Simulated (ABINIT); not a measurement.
Planning a run of ABINIT 10.8.3 on TiO2 (Anatase). The input:

```
acell 3*1.0 Angstrom
rprim 
  -1.892100000000 1.892100000000 4.757300000000
  1.892100000000 -1.892100000000 4.757300000000
  1.892100000000 1.892100000000 -4.757300000000
ntypat 2
znucl 22 8
natom 6
typat 1 1 2 2 2 2
xred 
  0.000000000000 0.000000000000 0.000000000000
  0.750000000000 0.250000000000 0.500000000000
  0.208100000000 0.208100000000 0.000000000000
  0.958100000000 0.458100000000 0.500000000000
  0.541900000000 0.041900000000 0.500000000000
  0.791900000000 0.791900000000 0.000000000000
pp_dirpath "pseudos"
pseudos "Ti.upf, O.upf"
ecut 38
ngkpt 6 6 6
nshiftk 1
shiftk 0 0 0
kptopt 1
chksymbreak 0
istwfk *1
occopt 1
irdwfk 1
optdriver 99
bs_calctype 1
mbpt_sciss 1.560 eV
bs_loband 23
nband 25
bs_exchange_term 1
bs_coulomb_term 21
bs_coupling 0
bs_algorithm 1
bs_freq_mesh 0 7 0.05 eV
zcut 0.1 eV
ecuteps 3
ecutwfn 19
inclvkb 2
mdf_epsinf 6.68
irdden 1
indata_prefix "in"
outdata_prefix "out"
tmpdata_prefix "tmp"
```

```sh
OMP_NUM_THREADS=1 mpirun -n 4 abinit run.abi > log
```

How long will it take on 4 MPI ranks of Arm Neoverse V1, shared host, and how much memory?

It took 3 min; on shared hardware allow 89 s to 5.9 min. Peak host memory was 3.8 GiB.

The matrix is small, so building the kernel's matrix elements and any screening outweighs its diagonalisation.

[Paths, hosts, dates, memory and timing lines, banners, echoed tables and standing remarks are left out of the program output.]

[Logs are printed without paths, hosts, clocks, repeated set-up lines and the standing remarks that a program may print on its own settings, such as how far it seeks lower states.]

[Runs of the session that timed out or met a known fault of the program may be left out.]

[Hosts, paths, dates, database ids (printed as entryN), source tags and the programs' standing remarks are cut or masked in the printed files.]

[G0W0 gaps are taken among the corrected bands and points alone; a level outside them can change the order at an edge.]

[Where Ansatz stands beside ABINIT at settings called matched, ABINIT's density can come from a denser mesh and the files from another edition; pairs whose starting gaps differed by over 0.03 eV were left out, so agreement reads better than it is.]
